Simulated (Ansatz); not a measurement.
# CsZnH3 in P4bm, a phase reached by a soft mode: a soft mode frozen in, part 3 of 3

Which phase does CsZnH3 in P4bm, a phase reached by a soft mode fall into along its unstable mode, and how much energy does it gain?

Ansatz 0.2.0; DFT r2SCAN, scalar-relativistic, plane waves, PAW; PAW set soft_1.

So far. Step 5 (Energy along the mode, all amplitudes (two of the runs …): The lowest of the steps tried is at 0.45 Å, 3.42 meV/atom below the parent; the bottom of the well need not coincide with a step. Step 7 (The new phase in its own primitive cell): The largest force component left is 0.19 meV/Å and the pressure is 0.000 GPa, within the tolerances set. The cell now holds 18.58 Å³/atom.

The structure was built from a prototype and need not be the compound's stable phase.

### 8. Modes of the new phase

A relaxed structure may still be a saddle point, so its zone-centre modes are computed. The response to a homogeneous field gives the Born charges and the dielectric tensor.

Input file input.yaml:

```yaml
crystal:
  lattice:
    - [5.4919261281, 0.0, 0.0]
    - [0.0, 5.5800680776, 0.0]
    - [0.0, 0.0, 6.0640331069]
  atoms:
    - { symbol: Cs, position: [0.25, 0.0, 0.2469627518] }
    - { symbol: Cs, position: [0.75, 0.0, 0.7530372482] }
    - { symbol: Zn, position: [0.25, 0.5, 0.824031757] }
    - { symbol: Zn, position: [0.75, 0.5, 0.175968243] }
    - { symbol: H, position: [0.0, 0.5, 0.0] }
    - { symbol: H, position: [0.25, 0.2441271154, 0.7078525779] }
    - { symbol: H, position: [0.5, 0.5, 0.0] }
    - { symbol: H, position: [0.75, 0.2441271154, 0.2921474221] }
    - { symbol: H, position: [0.25, 0.7558728846, 0.7078525779] }
    - { symbol: H, position: [0.75, 0.7558728846, 0.2921474221] }
kpoints:
  mp_grid: { grid: [4, 4, 4] }
hamiltonian:
  xc: r2scan
  pseudopotentials: { kind: paw, azcp: { folder: soft_1 } }
scf:
  occupations: { method: fixed }
output:
  eigenvalues: true
phonons:
  method: dfpt
  dielectric: true
  rigid_motions: translations
```

Command:

```sh
> ansatz run input.yaml --threads 4 --pin off --max-ram 16384MiB --backend cpu --events-out ev --progress --plain --runs-dir out
```

Numbers of over 12 decimals in the logs are rounded to 6 here.

The program printed:

```text
[...]
Crystal: 10 atoms, lattice volume = 185.834 Å³
Basis set: ecut = 500 eV, 4695 PW (Γ), exchange–correlation on 288×270×270 points (216 copies of the dense FFT grid, shifted against one another)
Bands: 34, of which v1, the nominal top of the filled ones, is band 24 counted from 1 (23 counted from 0)
Symmetry: 8 space group operations
k-points: 36 of 64 (irreducible under 1 space group operation, time reversal used)
[...]
SCF iter   1: F=—  HF=-18125.057019 eV  |F-HF|=—  |Δ(HF+E_count)|=         —  Δρ=9.74e-2  dr2=1.42e1  dr2_τ=5.34e-2  ethr=3.10e-3  ⟨swp⟩=5.0  Hψ=5110  notcnv=0  defer=253
[...]
SCF iter  12: F=-18121.523768 eV  HF=-18121.523768 eV  |F-HF|=1.09e-11  |Δ(HF+E_count)|=  3.64e-11  Δρ=8.58e-8  dr2=1.30e-11  dr2_τ=1.70e-13  ethr=1.00e-12  ⟨swp⟩=17.1  Hψ=9450  notcnv=0
SCF 1 converged in 12 iterations: F = -18121.523768 eV  dr2 = 1.30e-11
[...]
DFPT response loops at Γ: preconditioner auto → Resta (q_TF=auto, 2.177 Å⁻¹)  ε∞=4.2 (no band partly filled); β = 1.00, the filter's whole step (`scf.mixing.beta` (0.50) is not read by the response loops at its default; to damp them type it under 1.00, their step now; it binds the ground state too); Broyden in place of MSR1
[...]
Bands: 25, of which v1, the nominal top of the filled ones, is band 24 counted from 1 (23 counted from 0)
k-points: 8 of 64
[...]
Eigensolver: Dense (8 Hₖ)
SCF iter   1: F=—  HF=-18121.443236 eV  |F-HF|=—  |Δ(HF+E_count)|=         —  Δρ=3.18e-4  dr2=4.63e-5  dr2_τ=1.71e-5  ethr=1.00e-1
[...]
SCF iter   5: F=-18121.443327 eV  HF=-18121.443327 eV  |F-HF|=9.44e-9  |Δ(HF+E_count)|=   2.14e-7  Δρ=3.21e-6  dr2=1.16e-8  dr2_τ=8.30e-10  ethr=5.49e-10
SCF 1 converged in 5 iterations: F = -18121.443327 eV  dr2 = 1.16e-8
[...]
WARN: field response: ε∞ stands inside a basis, on 4×4×4 points; the force constants stand on the 4×4×4 k-mesh, whose period is 13.73 times the interband length at k = (0.0000, 0.0000, -0.5000), direct gap 3.966 eV, under 14: take them and everything formed from them as unconverged, and compare with a denser kpoints.mp_grid
SCF converged after 12 iterations
Free energy (F): -18121.523768 eV
[...]
Internal energy: -18121.523768 eV  (E = F + TS)
E sigma→0 (E₀):  -18121.523768 eV
Fermi energy:    2.504067 eV
[...]
--- Band table (eV; the first three rows and the last of 36) ---
  k-point 0: bands = [... 20 lower, 1.4785, 1.6535, 1.8850, 2.0810, 6.4880, 6.8967, 7.0649, 7.4333, ... 6 higher]
  k-point 1: bands = [... 20 lower, 1.5025, 1.7477, 1.8265, 1.9622, 6.2168, 6.7506, 7.8089, 7.8529, ... 6 higher]
  k-point 2: bands = [... 20 lower, 1.5268, 1.7674, 1.8553, 1.8610, 5.8269, 7.0746, 7.9448, 8.3373, ... 6 higher]
  k-point 35: bands = [... 20 lower, 1.5677, 1.5677, 1.8376, 1.8376, 6.9477, 6.9477, 8.8778, 8.8778, ... 6 higher]
[...]
ASR residual: 1.135e-4 → 0.000e0 eV/Å²; symmetrization residual: 1.170e-6 eV/Å²
[...]
ε∞ (high-frequency dielectric tensor):
        3.438523     0.000000     0.000000
        0.000000     3.196711     0.000000
        0.000000     0.000000     3.114324
  ε⁰ (static dielectric tensor: ions relaxed, cell fixed):
        8.040677    -0.000000     0.000000
       -0.000000     7.029866    -0.000000
        0.000000    -0.000000     7.861432
  ε⁰ − ε∞ (ionic part):
        4.602154    -0.000000     0.000000
       -0.000000     3.833155    -0.000000
        0.000000    -0.000000     4.747109
[...]
Born effective charges Z* (e; rows j = field, columns β = displacement):
    site 0:
         1.23357   -0.00000    0.00000
         0.00000    1.26431    0.00000
        -0.00000    0.00000    1.16845
    site 1:
         1.23357   -0.00000    0.00000
         0.00000    1.26431    0.00000
        -0.00000    0.00000    1.16845
    site 2:
         1.53126   -0.00000    0.00000
         0.00000    1.03765    0.00000
        -0.00000    0.00000    1.00287
    site 3:
         1.53126   -0.00000    0.00000
         0.00000    1.03765    0.00000
        -0.00000    0.00000    1.00287
    site 4:
        -1.27681    0.00000    0.49449
        -0.00000   -0.53314    0.00000
         0.44440    0.00000   -0.73805
    site 5:
        -0.74401   -0.00000    0.00000
        -0.00000   -0.88441   -0.17239
        -0.00000   -0.19630   -0.71663
    site 6:
        -1.27681    0.00000   -0.49449
        -0.00000   -0.53314    0.00000
        -0.44440    0.00000   -0.73805
    site 7:
        -0.74401   -0.00000    0.00000
        -0.00000   -0.88441    0.17239
        -0.00000    0.19630   -0.71663
    site 8:
        -0.74401   -0.00000    0.00000
        -0.00000   -0.88441    0.17239
        -0.00000    0.19630   -0.71663
    site 9:
        -0.74401   -0.00000    0.00000
        -0.00000   -0.88441   -0.17239
        -0.00000   -0.19630   -0.71663
  Z* charge neutrality: 9.672e-3 e pre-enforcement
[...]
optical modes at Γ without the LO–TO term, one row a degenerate level:
      ω (cm⁻¹)  modes    IR ((D/Å)²/amu)
         25.74      1             0.0000
[...]
optical modes at Γ + LO–TO along q̂ = [1.0000, 0.0000, 0.0000]:
      ω (cm⁻¹)  modes    IR ((D/Å)²/amu)
[...]
optical modes at Γ + LO–TO along q̂ = [0.0000, 1.0000, 0.0000]:
      ω (cm⁻¹)  modes    IR ((D/Å)²/amu)
[...]
optical modes at Γ + LO–TO along q̂ = [0.0000, 0.0000, 1.0000]:
      ω (cm⁻¹)  modes    IR ((D/Å)²/amu)
[...]
641.51      1            26.4787
        648.99      1             0.0000
        651.07      1            10.6976
        683.93      1            29.6837
        699.75      1             0.0000
        729.70      1             0.0000
       1517.87      1            47.1941
       1591.30      1            38.1423
       1637.63      1             0.0000
       1639.28      1            60.2515
       1703.53      1             0.0000
       1712.37      1             6.8224
```

Run time: 10 min. Hardware: 4 threads of Arm Neoverse V1, shared host; peak memory 5.7 GiB.

This step gave:

- miss of the charge sum rule: 0.009672 e
- estimated error of the dielectric tensor: 0.01115
- estimated error of the Born charges: 0.01770 e
- point group: mmm
- highest optical mode at the zone centre (no LO-TO term): 1707 cm⁻¹
- lowest optical zone-centre mode: 25.74 cm⁻¹
- mean high-frequency dielectric constant: 3.250
- largest Born charge (third of the trace): 1.222 e
- mean static dielectric constant: 7.644
- top of the zone-centre spectrum with the field: 1712 cm⁻¹

Patterns of degenerate modes are one choice out of their space. Modes at Γ, with each element's share of the kinetic energy:

```
mode  frequency (cm⁻¹)  symmetry  Cs %  Zn %  H %
   1               0.0  acoustic    66    32    2
   2               0.0  acoustic    66    32    2
   3               0.0  acoustic    66    32    1
   4              25.7       B3g    87    11    3
   5              61.6        Ag    99     1    0
   6              63.4       B1u    34    64    2
   7              68.0       B2g    98     2    0
   8              72.1       B3u    33    63    5
   9              83.7       B3g    13    77   10
  10              86.0       B2u    34    63    4
  11             146.7        Ag     1    98    1
  12             163.3       B2g     2    97    1
  13             201.6       B2u     0     0  100
  14             236.6       B3u     1     3   96
  15             358.3        Au     0     0  100
  16             372.3       B3g     0    11   89
  17             542.1       B1u     0     3   97
  18             542.2       B3u     0     2   98
  19             595.8       B1g     0     0  100
  20             641.5       B2u     0     3   97
  21             649.0        Ag     0     1   99
  22             661.9       B1u     0     0  100
  23             699.8       B2g     0     1   99
  24             729.7        Au     0     0  100
  25            1517.9       B3u     0     0  100
  26            1547.8       B1u     0     0  100
  27            1637.6       B3g     0     2   98
  28            1639.3       B2u     0     2   98
  29            1703.5        Ag     0     0  100
  30            1707.2       B1u     0     0  100
```

Displacements in mode 4 (25.7 cm⁻¹), the largest set to 1:
```
Cs1  0.00  0.99  0.00
Cs2  0.00 -0.99  0.00
Zn3  0.00 -0.50  0.00
Zn4  0.00  0.50  0.00
H5   0.00  0.00  0.00
H6   0.00 -1.00  0.97
H7   0.00  0.00  0.00
H8   0.00  1.00  0.97
H9   0.00 -1.00 -0.97
H10  0.00  1.00 -0.97
```

Displacements in mode 11 (146.7 cm⁻¹), the largest set to 1:
```
Cs1  0.00  0.00  0.08
Cs2  0.00  0.00 -0.08
Zn3  0.00  0.00 -1.00
Zn4  0.00  0.00  1.00
H5   0.00  0.00  0.00
H6   0.00 -0.09 -0.64
H7   0.00  0.00  0.00
H8   0.00 -0.09  0.64
H9   0.00  0.09 -0.64
H10  0.00  0.09  0.64
```

Optical modes at the zone centre, without and with the macroscopic field of the longitudinal modes; each column is sorted by frequency, so a row need not hold one and the same mode. Modes with and without the field, by row:

```
rank among optical modes  no field (cm⁻¹)  q along (1, 0, 0) (cm⁻¹)  q along (0, 1, 0) (cm⁻¹)  q along (0, 0, 1) (cm⁻¹)
                       1             25.7                      25.7                      25.7                      25.7
                       2             61.6                      61.6                      61.6                      61.6
                       3             63.4                      63.4                      63.4                        68
                       4               68                        68                        68                      72.1
                       5             72.1                      75.3                      72.1                      78.7
                       6             83.7                      83.7                      83.7                      83.7
                       7               86                        86                     110.7                        86
                       8            146.7                     146.7                     146.7                     146.7
                       9            163.3                     163.3                     163.3                     163.3
                      10            201.6                     201.6                     202.5                     201.6
                      11            236.6                     238.9                     236.6                     236.6
                      12            358.3                     358.3                     358.3                     358.3
                      13            372.3                     372.3                     372.3                     372.3
                      14            542.1                     542.1                     542.1                     542.2
                      15            542.2                     595.8                     542.2                     595.8
                      16            595.8                     641.5                     595.8                     641.5
                      17            641.5                       649                       649                       649
                      18              649                     661.9                     661.9                     651.1
                      19            661.9                     699.8                     699.8                     683.9
                      20            699.8                     729.7                     706.5                     699.8
                      21            729.7                     756.5                     729.7                     729.7
                      22             1518                      1548                      1518                      1518
                      23             1548                      1577                      1548                      1591
                      24             1638                      1638                      1638                      1638
                      25             1639                      1639                      1704                      1639
                      26             1704                      1704                      1707                      1704
                      27             1707                      1707                      1707                      1712
```

Born charge (rows field, columns displacement) (e), principal values of the symmetric part by kind of site:

```
atom  atoms with these values    low  middle   high   mean
 Cs1                        2   1.17    1.23   1.26   1.22
 Zn3                        2   1.00    1.04   1.53   1.19
  H5                        2  -1.55   -0.53  -0.47  -0.85
  H6                        4  -1.00   -0.74  -0.60  -0.78
```

In full for H6:

```
-0.74  0.00  0.00
 0.00 -0.88 -0.17
 0.00 -0.20 -0.72
```

High-frequency dielectric tensor:

```
3.44 0.00 0.00
0.00 3.20 0.00
0.00 0.00 3.11
```

Static dielectric tensor (ions relaxed, fixed cell):

```
8.04 0.00 0.00
0.00 7.03 0.00
0.00 0.00 7.86
```

Transverse modes. Infrared lines, with heights relative to the strongest:

```
position (cm⁻¹)  lines merged  relative intensity
             26             1                 0.0
             62             1                 0.0
             63             1                 0.7
             68             1                 0.0
             72             1                 0.2
             84             1                 0.0
             86             1                 1.3
            147             1                 0.0
            163             1                 0.0
            202             1                 0.1
            237             1                 0.6
            358             1                 0.0
            372             1                 0.0
            542             2                 100
            596             1                 0.0
            642             1                  20
            649             1                 0.0
            662             1                 0.6
            700             1                 0.0
            730             1                 0.0
           1518             1                  35
           1548             1                  26
           1638             1                 0.0
           1639             1                  44
           1704             1                 0.0
           1707             1                 2.4
```

Before it was imposed, the acoustic sum rule was missed by 1.1e-4 eV/Å² and the charge sum rule by 0.0097 e. Small misses are needed for a sound result but don't prove that mesh and cutoff are converged. The lowest optical mode is real, 25.7 cm⁻¹.

The log warns of the k mesh: “the force constants stand on the 4×4×4 k-mesh, whose period is 13.73 times the interband length at k = (0.0000, 0.0000, -0.5000), direct gap 3.966 eV, under 14: take them and everything formed from them as unconverged”.

### 9. The phases reached

The phases reached along the modes that were followed are set side by side.

Energies are those of the first relaxation, on the mesh of the frozen mode; space group, volume and gap are those of the last relaxation. Phases, by row:

```
         mode frozen in  space group  energy from parent (meV/atom)  volume (Å³/atom)  gap on mesh (eV)  lowest zone-centre optical mode (cm⁻¹)  largest shift (Å)
                 parent         P4bm                              0             18.67              3.87                                       –                  –
q = (0, 0, 0), 91i cm⁻¹           Cm                         -30.16             18.24             4.041                                  -113.9              1.541
q = (0, 0, 0), 91i cm⁻¹         Pmma                         -60.69             18.58             3.323                                    25.7              1.269
```

### 10. Outcome

| Quantity | Value |
| --- | --- |
| unstable mode of the parent | q = (0, 0, 0), 91i cm⁻¹ |
| depth at the lowest point sampled | 3.42 meV/atom |
| largest atomic shift at that point | 0.45 Å |
| space group reached (within 0.01 Å) | Pmma |
| energy gained over the parent (first relaxation, on the mesh of the frozen mode) | 60.7 meV/atom |
| volume per atom, phase reached | 18.6 Å³ |
| gap on the k-mesh, phase reached | 3.32 eV |
| lowest optical zone-centre mode, phase reached | 25.7 cm⁻¹ |
| highest optical mode at the zone centre (no LO-TO term), phase reached | 1707 cm⁻¹ |

What this shows: Along this mode the structure falls into Pmma, 60.7 meV/atom below the parent. At the parent's cell the well is 3.423 meV/atom deep on the steps tried, with its lowest point at a shift of 0.45 Å. Relaxing atoms and cell changes the gain by +57.27 meV/atom against the lowest step (energies at zero smearing). Most of the total comes from this relaxation. The new phase has no imaginary mode at the zone centre of its cell; other wavevectors were not checked. Of the 2 patterns followed to their end from this parent, this one reaches the lowest energy. Each path keeps the symmetry of its pattern, so a lower phase may lie along a pattern not tried. With the field response the log warns that the k mesh is coarse for the force constants too, so the frequencies may not be converged. Spin-orbit coupling is left out, which can matter for the heavy elements here. The starting cell was built on a prototype and not taken from a measurement, so the phase need not exist.

[Logs are printed without paths, hosts, clocks, repeated set-up lines and the standing remarks that a program may print on its own settings, such as how far it seeks lower states.]

[Hosts, paths, dates, database ids (printed as entryN), source tags and the programs' standing remarks are cut or masked in the printed files.]
